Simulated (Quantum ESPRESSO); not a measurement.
# MnF2: parallel and opposed starts

Aim: find out which collinear order of MnF2 costs least.

Main program and level: Quantum ESPRESSO 7.5; LDA with U = 2.4 eV on Mn d (ortho-atomic projectors); plane waves with GBRV 1.5 LDA potentials, no spin-orbit coupling.

This is a report of a sequence of runs, with most program output left out.

### 1. The starting structure

Symmetry: P4_2/mnm, No. 136, tetragonal system. The conventional cell has a = 4.874 Å, b = 4.874 Å, c = 3.311 Å, α = 90.00°, β = 90.00°, γ = 90.00°. Mn has 6 F at 2.10 to 2.13 Å nearest. F has 3 Mn at 2.10 to 2.13 Å nearest. Farther neighbours and most contacts between anions are not listed.

The cell comes from the Crystallography Open Database.

### 2. Run 1 (ferro ++)

The signs are those of the starting moments on the seeded atoms, the atoms that are given a moment.

Contents of pw.in:

```
&CONTROL
  calculation = 'scf'
  prefix = 'pwscf'
  outdir = './tmp'
  pseudo_dir = './pseudo'
  disk_io = 'nowf'
/
&SYSTEM
  ibrav = 0
  celldm(1) = 8
  nat = 6
  ntyp = 2
  ecutwfc = 40
  ecutrho = 280
  nbnd = 44
  occupations = 'smearing'
  smearing = 'fd'
  degauss = 0.00367493
  nspin = 2
  starting_magnetization(1) = 0.3
  starting_magnetization(2) = 0
/
&ELECTRONS
  conv_thr = 1.2d-08
  electron_maxstep = 150
  mixing_beta = 0.3
/
ATOMIC_SPECIES
Mn     54.9380 mn_lda_v1.5.uspp.F.UPF
F      18.9984 f_lda_v1.4.uspp.F.UPF
CELL_PARAMETERS alat
   1.1512683982751    0.0000000000000    0.0000000000000
   0.0000000000000    1.1512683982751    0.0000000000000
   0.0000000000000    0.0000000000000    0.7820395350998
ATOMIC_POSITIONS crystal
Mn      0.0000000000    0.0000000000    0.0000000000
Mn      0.5000000000    0.5000000000    0.5000000000
F       0.3053000000    0.3053000000    0.0000000000
F       0.1947000000    0.8053000000    0.5000000000
F       0.6947000000    0.6947000000    0.0000000000
F       0.8053000000    0.1947000000    0.5000000000
K_POINTS automatic
6 6 6 0 0 0
HUBBARD {ortho-atomic}
U Mn-3d 2.4000
```

The run is started by

```
> OMP_NUM_THREADS=1 mpirun -n 2 pw.x -nk 2 -in pw.in > pw.out
```

The job ended after 70 s (2 MPI ranks of Arm Neoverse V2, shared host; peak memory 0.34 GiB; 2.3 min of CPU time).

Spin moment in the atom's sphere by atom:

```tsv
atom	spin moment in the atom's sphere (μB)
Mn1	4.20
Mn2	4.20
F3	0.09
F4	0.09
F5	0.09
F6	0.09
```

This step gave:

| Property | Result |
| --- | --- |
| smearing term TS | 9.19e-10 eV |
| magnetization | 10 μB |
| absolute magnetization | 10 μB |
| final state | ferromagnetic |

Spin density in the ab plane at fractional z = 0.000, with atoms of Mn and F within 0.2 Å of it.

Ten even steps from '0' (0.0 e/Å³) to '9' (7.0 e/Å³), each cell a mean:
```
73000000000015
10000000000001
00000000000000
00000000000000
00000000000000
00000000000000
00000000000000
00000000000000
00000000000000
00000000000000
00000000000000
31000000000002
94000000000017
```
Columns run along a (4.9 Å), rows up along b (4.9 Å). Atoms in or near the plane, at fractional coordinates: Mn at (0.00, 0.00), F at (0.31, 0.31), F at (0.69, 0.69).

Valence density in the ab plane at fractional z = 0.000, with atoms of Mn and F within 0.2 Å of it. It is the smooth field of the valence electrons, not physical close to the nuclei.

Ten steps, logarithmic in the rise over the least value, from '0' (0 e/Å³) to '9' (16 e/Å³), each cell a mean:
```
98410000001269
64200000233235
21000002477522
00000003699631
00000002588520
00000001354310
00123211111100
01357631000000
01479841000000
12478741000000
43345420000023
86322100000147
99510000000269
```
Columns run along a (4.9 Å), rows up along b (4.9 Å). Atoms in or near the plane, at fractional coordinates: Mn at (0.00, 0.00), F at (0.31, 0.31), F at (0.69, 0.69).

### 3. Start 2: antiferro +−

pw.in, as its differences from that of step 2:

```diff
@@ -11,6 +11,6 @@
   nat = 6
-  ntyp = 2
+  ntyp = 3
   ecutwfc = 40
   ecutrho = 280
-  nbnd = 44
+  nbnd = 39
   occupations = 'smearing'
@@ -20,3 +20,4 @@
   starting_magnetization(1) = 0.3
-  starting_magnetization(2) = 0
+  starting_magnetization(2) = -0.3
+  starting_magnetization(3) = 0
 /
@@ -28,3 +29,4 @@
 ATOMIC_SPECIES
-Mn     54.9380 mn_lda_v1.5.uspp.F.UPF
+Mn1    54.9380 mn_lda_v1.5.uspp.F.UPF
+Mn2    54.9380 mn_lda_v1.5.uspp.F.UPF
 F      18.9984 f_lda_v1.4.uspp.F.UPF
@@ -35,4 +37,4 @@
 ATOMIC_POSITIONS crystal
-Mn      0.0000000000    0.0000000000    0.0000000000
-Mn      0.5000000000    0.5000000000    0.5000000000
+Mn1     0.0000000000    0.0000000000    0.0000000000
+Mn2     0.5000000000    0.5000000000    0.5000000000
 F       0.3053000000    0.3053000000    0.0000000000
@@ -44,2 +46,3 @@
 HUBBARD {ortho-atomic}
-U Mn-3d 2.4000
+U Mn1-3d 2.4000
+U Mn2-3d 2.4000
```

Elapsed: 70 s, on 2 MPI ranks; peak memory 0.47 GiB; 2.3 min of CPU time.

Spin moment in the atom's sphere by atom:

```tsv
atom	spin moment in the atom's sphere (μB)
Mn1	4.18
Mn2	-4.18
F3	-0.03
F4	0.03
F5	-0.03
F6	0.03
```

This step gave:

```yaml
smearing_term_ts: 3.00e-13 eV
magnetization: 0 μB
absolute_magnetization: 9.663 μB
final_state: antiferromagnetic
```

Spin density in the ab plane at fractional z = 0.000, with atoms of Mn and F within 0.2 Å of it.

Ten even steps from '_' (-0.1 e/Å³) to '@' (7.0 e/Å³), each cell a mean:
```
##--____________________..++
..________________________..
____________________________
____________________________
____________________________
____________________________
____________________________
____________________________
____________________________
____________________________
____________________________
--..______________________::
@@==____________________..##
```
Columns run along a (4.9 Å), rows up along b (4.9 Å). Atoms in or near the plane, at fractional coordinates: Mn at (0.00, 0.00), F at (0.31, 0.31), F at (0.69, 0.69).

Valence density in the ab plane at fractional z = 0.000, with atoms of Mn and F within 0.2 Å of it. It is the smooth field of the valence electrons, not physical close to the nuclei.

Ten steps, logarithmic in the rise over the least value, from '_' (0 e/Å³) to '@' (16 e/Å³), each cell a mean:
```
@@%%==..____________..::**@@
**==::__________::----::--++
::..__________::==####++::::
______________--**@@@@**--..
______________::++%%%%++::__
______________..--++==--..__
____..::--::............____
__..--++##**--..____________
__..==##@@%%==..____________
..::==##%%##==..____________
==----==++==::__________::--
%%**--::::..__________..==##
@@@@++..______________::**@@
```
Columns run along a (4.9 Å), rows up along b (4.9 Å). Atoms in or near the plane, at fractional coordinates: Mn at (0.00, 0.00), F at (0.31, 0.31), F at (0.69, 0.69).

### 4. Run 3 (no spin polarisation)

pw.in, as its differences from that of step 3:

```diff
@@ -11,3 +11,3 @@
   nat = 6
-  ntyp = 3
+  ntyp = 2
   ecutwfc = 40
@@ -18,6 +18,2 @@
   degauss = 0.00367493
-  nspin = 2
-  starting_magnetization(1) = 0.3
-  starting_magnetization(2) = -0.3
-  starting_magnetization(3) = 0
 /
@@ -29,4 +25,3 @@
 ATOMIC_SPECIES
-Mn1    54.9380 mn_lda_v1.5.uspp.F.UPF
-Mn2    54.9380 mn_lda_v1.5.uspp.F.UPF
+Mn     54.9380 mn_lda_v1.5.uspp.F.UPF
 F      18.9984 f_lda_v1.4.uspp.F.UPF
@@ -37,4 +32,4 @@
 ATOMIC_POSITIONS crystal
-Mn1     0.0000000000    0.0000000000    0.0000000000
-Mn2     0.5000000000    0.5000000000    0.5000000000
+Mn      0.0000000000    0.0000000000    0.0000000000
+Mn      0.5000000000    0.5000000000    0.5000000000
 F       0.3053000000    0.3053000000    0.0000000000
@@ -46,3 +41,2 @@
 HUBBARD {ortho-atomic}
-U Mn1-3d 2.4000
-U Mn2-3d 2.4000
+U Mn-3d 2.4000
```

The job ended after 29 s (2 MPI ranks; peak memory 0.28 GiB).

Read from the output:

```
smearing term TS : 0.07881 eV
final state      : non-magnetic (no spin polarisation)
```

### 5. A faulty input

One input was spoiled on purpose, to see how the program answers.

pw.in, as its differences from that of step 4:

```diff
@@ -9,3 +9,2 @@
   ibrav = 0
-  celldm(1) = 8
   nat = 6
@@ -14,3 +13,3 @@
   ecutrho = 280
-  nbnd = 39
+  nbnd = 44
   occupations = 'smearing'
@@ -18,2 +17,5 @@
   degauss = 0.00367493
+  nspin = 2
+  starting_magnetization(1) = 0.3
+  starting_magnetization(2) = 0
 /
@@ -21,3 +23,3 @@
   conv_thr = 1.2d-08
-  electron_maxstep = 150
+  electron_maxstep = 50
   mixing_beta = 0.3
@@ -27,6 +29,6 @@
 F      18.9984 f_lda_v1.4.uspp.F.UPF
-CELL_PARAMETERS alat
-   1.1512683982751    0.0000000000000    0.0000000000000
-   0.0000000000000    1.1512683982751    0.0000000000000
-   0.0000000000000    0.0000000000000    0.7820395350998
+CELL_PARAMETERS bohr
+   4.8738000000    0.0000000000    0.0000000000
+   0.0000000000    4.8738000000    0.0000000000
+   0.0000000000    0.0000000000    3.3107000000
 ATOMIC_POSITIONS crystal
```

The job ended after 8.2 s (2 MPI ranks; peak memory 0.15 GiB).

The run converged, but its input is faulty, so its numbers are not to be trusted.

The fault in the input: cell vectors in angstrom declared as bohr.

Side by side:

```tsv
quantity	this run	same start on sound input	difference
largest moment (μB)	5.604e-5	4.2027	-4.20
magnetization (μB)	0	10	-10
absolute magnetization (μB)	0	10	-10
```

The two runs differ clearly in the largest moment: 5.6e-5 μB against 4.20 μB.

### 6. Energies of the orders

An order is kept where moments of 0.15 μB or more survive with the typed signs; meshes match where a doubled cell samples the same k points as the first cell.

Orders:

```tsv
start	final state	typed order kept	energy over the lowest (meV a seeded atom)	largest site moment (μB)	net moment (μB a cell of the first run)	mesh matched	CPU time (s)
ferro ++	ferromagnetic	yes	33.15	4.203	10	yes	139.3
antiferro +-	antiferromagnetic	yes	0	4.182	0	yes	140.3
no spin polarisation	non-magnetic	-	3834	0	0	yes	57.9
```

### 7. Occupations of the corrected shells in the lowest state

Occupations of the Hubbard shells:

```tsv
block	type	shell	spin	electrons	occupation numbers
1	Mn1	3d	up	4.981	0.992 0.994 0.997 0.998 0.999
1	Mn1	3d	down	0.2414	0.022 0.026 0.030 0.079 0.085
2	Mn2	3d	up	0.2414	0.022 0.026 0.030 0.079 0.085
2	Mn2	3d	down	4.981	0.992 0.994 0.997 0.998 0.999
```

### 8. Outcome

```yaml
lowest_state_found: antiferromagnetic (from antiferro +-)
largest_site_moment: 4.18 μB
next_state_with_moments: ferromagnetic, 33.2 meV a seeded atom higher
state_without_moments_under_the_same_u: 3834 meV a seeded atom higher
```

What this shows: Under a U the spinless run pays the Hubbard penalty of a partly filled shell, so its energy overstates what forming the moments gains. Only these 3 starts were compared; other wavevectors, canted and longer-period orders were not.

[Logs and program files are shortened in this print: banners, set-up blocks, solver, clock and traceback lines can be left out without a mark of their own.]

[Logs are printed without paths, hosts, clocks, repeated set-up lines and the standing remarks that a program may print on its own settings, such as how far it seeks lower states.]

[Hosts, paths, dates, database ids (printed as entryN), source tags and the programs' standing remarks are cut or masked in the printed files.]

[Where a cell is said to come from a database of computed structures, the database is the Materials Project.]
